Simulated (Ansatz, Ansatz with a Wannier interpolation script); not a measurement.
**Settings in Wannier-interpolated G0W0: K3GaF6 (Fm-3m)**

Aim: vary the Wannier model and the GW settings for K3GaF6 (Fm-3m) and see what the interpolated bands lose.

Main program and level: Ansatz 0.2.0; maximally localised Wannier functions, LDA, plane waves, PAW.

Report form: the programs' logs are mostly left out.

**1. The structure**

The structure is cubic, space group Fm-3m (No. 225). Conventional cell: a = 8.665 Å, b = 8.665 Å, c = 8.665 Å, α = 90.00°, β = 90.00°, γ = 90.00°. K has 12 F at 3.08 Å nearest. Nearest to K lie 6 F at 2.45 Å. Ga has 6 F at 1.88 Å nearest. Nearest to F lie 1 Ga at 1.88 Å and 5 K at 2.45 to 3.08 Å. Farther neighbours and most contacts between anions are not listed.

Geometry: measured cell, ions relaxed with LDA. The runs that relaxed it are not among those shown. The default PAW set here is soft_2. Its files were made with PBE.

**2. Wannier model on 8×8×8**

Localised functions give a small Hamiltonian that interpolates between mesh points at no cost.

The input, input.yaml:

```yaml
crystal:
  lattice:
    - [0.0, 4.33245, 4.33245]
    - [4.33245, 0.0, 4.33245]
    - [4.33245, 4.33245, 0.0]
  atoms:
    - { symbol: K, position: [0.25, 0.25, 0.25] }
    - { symbol: K, position: [0.75, 0.75, 0.75] }
    - { symbol: K, position: [0.0, 0.0, 0.0] }
    - { symbol: Ga, position: [0.5, 0.5, 0.5] }
    - { symbol: F, position: [0.7175099285, 0.2824900715, 0.2824900715] }
    - { symbol: F, position: [0.2824900715, 0.7175099285, 0.2824900715] }
    - { symbol: F, position: [0.2824900715, 0.7175099285, 0.7175099285] }
    - { symbol: F, position: [0.7175099285, 0.2824900715, 0.7175099285] }
    - { symbol: F, position: [0.2824900715, 0.2824900715, 0.7175099285] }
    - { symbol: F, position: [0.7175099285, 0.7175099285, 0.2824900715] }
kpoints:
  mp_grid: { grid: [4, 4, 4] }
hamiltonian:
  xc: lda
scf:
  occupations: { method: fixed }
  n_extra_bands: 86
output:
  wannier:
    kmesh: [8, 8, 8]
    projections:
      - { species: F, l: p, shell: 2 }
      - { species: Ga, l: s, shell: 4 }
      - { species: Ga, l: p, shell: 4 }
      - { species: K, l: s, shell: 4 }
    minimise: true
    write_hr: true
    seedname: w
    conv_tol: 1.0e-07
    max_iter: 4000
    disentanglement:
      window: [-1.74, 27.02]
      frozen_window: [-1.74, 9.97]
      conv_tol: 1.0e-08
```

Started as:

```
> ansatz run input.yaml --threads 4 --pin off --max-ram 18432MiB --backend cpu --events-out ev --progress --plain --runs-dir out
```

Wall time 3.3 min (4 threads of Arm Neoverse V1, shared host); peak memory 4.2 GiB; 12 min of CPU time.

Numbers from this step:

- gauge-invariant spread: 36.61 Å²
- diagonal spread: 0.02148 Å²
- off-diagonal spread: 2.998 Å²
- total spread: 39.63 Å²
- least projectability: 3.81e-13
- localisation steps: 41
- disentanglement steps: 259
- r.m.s. interpolation error: 0.001225 eV
- r.m.s. error near the gap: 0.001335 eV

Near the gap the model misses directly solved bands by 1.3 meV r.m.s. and by 15 meV at most in the window tested. This tests the starting bands, not the corrections carried with them.

**3. Wannier model on 4×4×4**

Edit input.yaml of step 2 so:

```diff
@@ -25,3 +25,3 @@
   wannier:
-    kmesh: [8, 8, 8]
+    kmesh: [4, 4, 4]
     projections:
```

It took 22 s on 4 threads; peak memory 0.85 GiB; 76 s of CPU time.

Numbers from this step:

* gauge-invariant spread: 32.48 Å²
* diagonal spread: 0.04674 Å²
* off-diagonal spread: 3.000 Å²
* total spread: 35.53 Å²
* least projectability: -1.00e-16
* localisation steps: 28
* disentanglement steps: 164
* r.m.s. interpolation error: 0.008933 eV
* r.m.s. error near the gap: 0.009755 eV

Near the gap the model misses directly solved bands by 9.8 meV r.m.s. and by 158 meV at most in the window tested. This tests the starting bands, not the corrections carried with them.

Frozen up to 8.86 eV; above it the model need not follow the bands. Electronic bands along the path, in eV, zero at the valence-band top; v1 is the highest filled band, c1 the lowest empty one:

| point | v4 | v3 | v2 | v1 | c1 | c2 | c3 | c4 |
| --- | --- | --- | --- | --- | --- | --- | --- | --- |
| Γ | -0.48 | 0.00 | 0.00 | 0.00 | 5.86 | 10.34 | 11.58 | 12.47 |
| halfway | -0.43 | -0.13 | -0.13 | -0.01 | 6.69 | 9.56 | 11.47 | 11.58 |
| X | -0.55 | -0.31 | -0.31 | -0.01 | 8.03 | 8.43 | 10.52 | 11.36 |
| halfway | -0.49 | -0.29 | -0.29 | -0.03 | 8.09 | 8.51 | 9.95 | 11.61 |
| U | -0.39 | -0.26 | -0.23 | -0.06 | 8.11 | 8.75 | 9.23 | 11.81 |
| jump to K | -0.39 | -0.26 | -0.23 | -0.06 | 8.11 | 8.70 | 9.15 | 11.19 |
| halfway | -0.32 | -0.10 | -0.09 | -0.06 | 6.83 | 9.60 | 10.95 | 11.60 |
| Γ | -0.48 | 0.00 | 0.00 | 0.00 | 5.86 | 10.34 | 11.58 | 12.47 |
| halfway | -0.38 | -0.07 | -0.07 | -0.04 | 6.51 | 9.89 | 11.01 | 11.96 |
| L | -0.31 | -0.12 | -0.12 | -0.10 | 7.74 | 8.23 | 10.57 | 11.77 |
| halfway | -0.33 | -0.21 | -0.13 | -0.12 | 7.91 | 8.40 | 9.88 | 11.52 |
| W | -0.39 | -0.31 | -0.13 | -0.13 | 8.23 | 8.90 | 8.91 | 10.77 |
| halfway | -0.46 | -0.31 | -0.24 | -0.04 | 8.14 | 8.54 | 9.81 | 11.09 |
| X | -0.55 | -0.31 | -0.31 | -0.01 | 8.03 | 8.43 | 10.52 | 11.36 |

The same for Kohn-Sham, solved directly:

| point | v4 | v3 | v2 | v1 | c1 | c2 | c3 | c4 |
| --- | --- | --- | --- | --- | --- | --- | --- | --- |
| Γ | -0.48 | 0.00 | 0.00 | 0.00 | 5.86 | 9.24 | 9.24 | 9.83 |
| X | -0.55 | -0.31 | -0.31 | -0.01 | 8.03 | 8.43 | 9.33 | 9.66 |
| U | -0.39 | -0.26 | -0.23 | -0.06 | 8.14 | 8.69 | 8.98 | 9.62 |
| K | -0.39 | -0.26 | -0.23 | -0.06 | 8.14 | 8.69 | 8.98 | 9.62 |
| Γ | -0.48 | 0.00 | 0.00 | 0.00 | 5.86 | 9.24 | 9.24 | 9.83 |
| L | -0.31 | -0.12 | -0.12 | -0.10 | 7.74 | 8.23 | 10.11 | 10.11 |
| W | -0.39 | -0.31 | -0.13 | -0.13 | 8.23 | 8.89 | 8.89 | 9.42 |
| X | -0.55 | -0.31 | -0.31 | -0.01 | 8.03 | 8.43 | 9.33 | 9.66 |

**4. A faulty Wannier input**

Edit input.yaml of step 3 so:

```diff
@@ -37,4 +37,4 @@
     disentanglement:
-      window: [-1.74, 27.02]
-      frozen_window: [-1.74, 9.97]
+      window: [-1.74, 6.97]
+      frozen_window: [-1.74, 6.77]
       conv_tol: 1.0e-08
```

The job ended after 13 s (4 threads; peak memory 0.85 GiB).

The self-consistent loop converged; the step after it was not made. The program's words: output.wannier: at mesh point 0 (counted from 0) output.wannier.disentanglement.window holds 17 states for 25 functions, beside 0 of inner shells that are left out. Raise the window's top, and output.wannier.disentanglement.top_band where it is typed. No Wannier file is written

The fault put into this input: an outer window with too few states.

**5. G0W0: 4×4×4 mesh, 611 empty bands, screening to 140 eV**

G0W0 replaces the xc potential by the self-energy, built once from these orbitals. Only a window of levels is corrected, while the sums run over the empty bands that the input names.

This step: G0W0 on LDA, plane waves, PAW.

input.yaml, the sections that differ from step 4:

```yaml
scf:
  occupations: { method: fixed }
gw:
  n_empty_bands: 611
  ecut_chi: 140.0
  qp_bands: [v17, c3]
  screening: { model: contour_deformation }
# crystal, kpoints, hamiltonian: as in step 4
# output: removed
```

Elapsed: 14 min, on 4 threads; peak memory 3 GiB.

The G0W0 gap on the mesh is 9.802 eV.

**6. G0W0: 2×2×2 mesh, 611 empty bands, screening to 140 eV**

Edit input.yaml of step 5 so:

```diff
@@ -17,3 +17,3 @@
 kpoints:
-  mp_grid: { grid: [4, 4, 4] }
+  mp_grid: { grid: [2, 2, 2] }
 hamiltonian:
```

Run time: 74 s. Hardware: 4 threads; peak memory 2.2 GiB.

The G0W0 gap on the mesh is 9.823 eV.

**7. G0W0: 4×4×4 mesh, 284 empty bands, screening to 84 eV, plasmon pole**

Edit input.yaml of step 6 so:

```diff
@@ -17,3 +17,3 @@
 kpoints:
-  mp_grid: { grid: [2, 2, 2] }
+  mp_grid: { grid: [4, 4, 4] }
 hamiltonian:
@@ -23,5 +23,5 @@
 gw:
-  n_empty_bands: 611
-  ecut_chi: 140.0
+  n_empty_bands: 284
+  ecut_chi: 84
   qp_bands: [v17, c3]
-  screening: { model: contour_deformation }
+  screening: { model: godby_needs }
```

Run time: 3.5 min. Hardware: 4 threads; peak memory 1.2 GiB.

The G0W0 gap on the mesh is 9.803 eV.

**8. Interpolated results**

Times are wall times on 4 threads of Arm Neoverse V1, shared host, good to a factor of about two.

| GW mesh | empty bands | cutoff (eV) | frequency | gap on mesh (eV) | gap over zone (eV) | direct gap (eV) | valence width (eV) | GW time |
| --- | --- | --- | --- | --- | --- | --- | --- | --- |
| 4×4×4 | 611 | 140 | contour deformation | 9.802 | 9.802 | 9.802 | 2.748 | 14 min |
| 2×2×2 | 611 | 140 | contour deformation | 9.823 | 9.825 | 9.825 | 2.746 | 74 s |
| 4×4×4 | 284 | 84 | plasmon pole | 9.803 | 9.803 | 9.803 | 2.831 | 3.5 min |

**9. Results**

| Item | Value |
| --- | --- |
| 4×4×4 mesh, 611 empty bands, screening to 140 eV | 9.80 eV |
| 2×2×2 mesh, 611 empty bands, screening to 140 eV | 9.83 eV |
| 4×4×4 mesh, 284 empty bands, screening to 84 eV, plasmon pole | 9.80 eV |

The largest change, +0.02 eV in the gap over the zone, comes with 2×2×2 mesh, 611 empty bands, screening to 140 eV. The first run is a reference, not a converged one, and where a row moves several settings no single cause can be named. Rows on another GW mesh add that mesh's corrections to the bands of the one model. Coarser Wannier mesh (4×4×4): the miss near the gap goes from 1 (the model on 8×8×8) to 10 meV and the total spread from 39.6 to 35.5 Å². With 2×2×2 mesh, 611 empty bands, screening to 140 eV the gap over the zone moves by +0.02 eV and that on the mesh by +0.02 eV. With 4×4×4 mesh, 284 empty bands, screening to 84 eV, plasmon pole the gap over the zone moves by +0.001 eV and that on the mesh by +0.001 eV. Gaps over the zone and on the mesh differ where an edge lies off the mesh, or where a GW run starts from another density: the starting gap over the zone is 5.865 eV, on the GW meshes it is 5.865 eV and 5.862 eV. The many-body steps are scalar-relativistic: spin-orbit coupling is not in them.

[Paths, hosts, dates, memory and timing lines, banners, echoed tables and standing remarks are left out of the program output.]

[Logs are printed without paths, hosts, clocks, repeated set-up lines and the standing remarks that a program may print on its own settings, such as how far it seeks lower states.]

[Runs of the session that timed out or met a known fault of the program may be left out.]

[Hosts, paths, dates, database ids (printed as entryN), source tags and the programs' standing remarks are cut or masked in the printed files.]
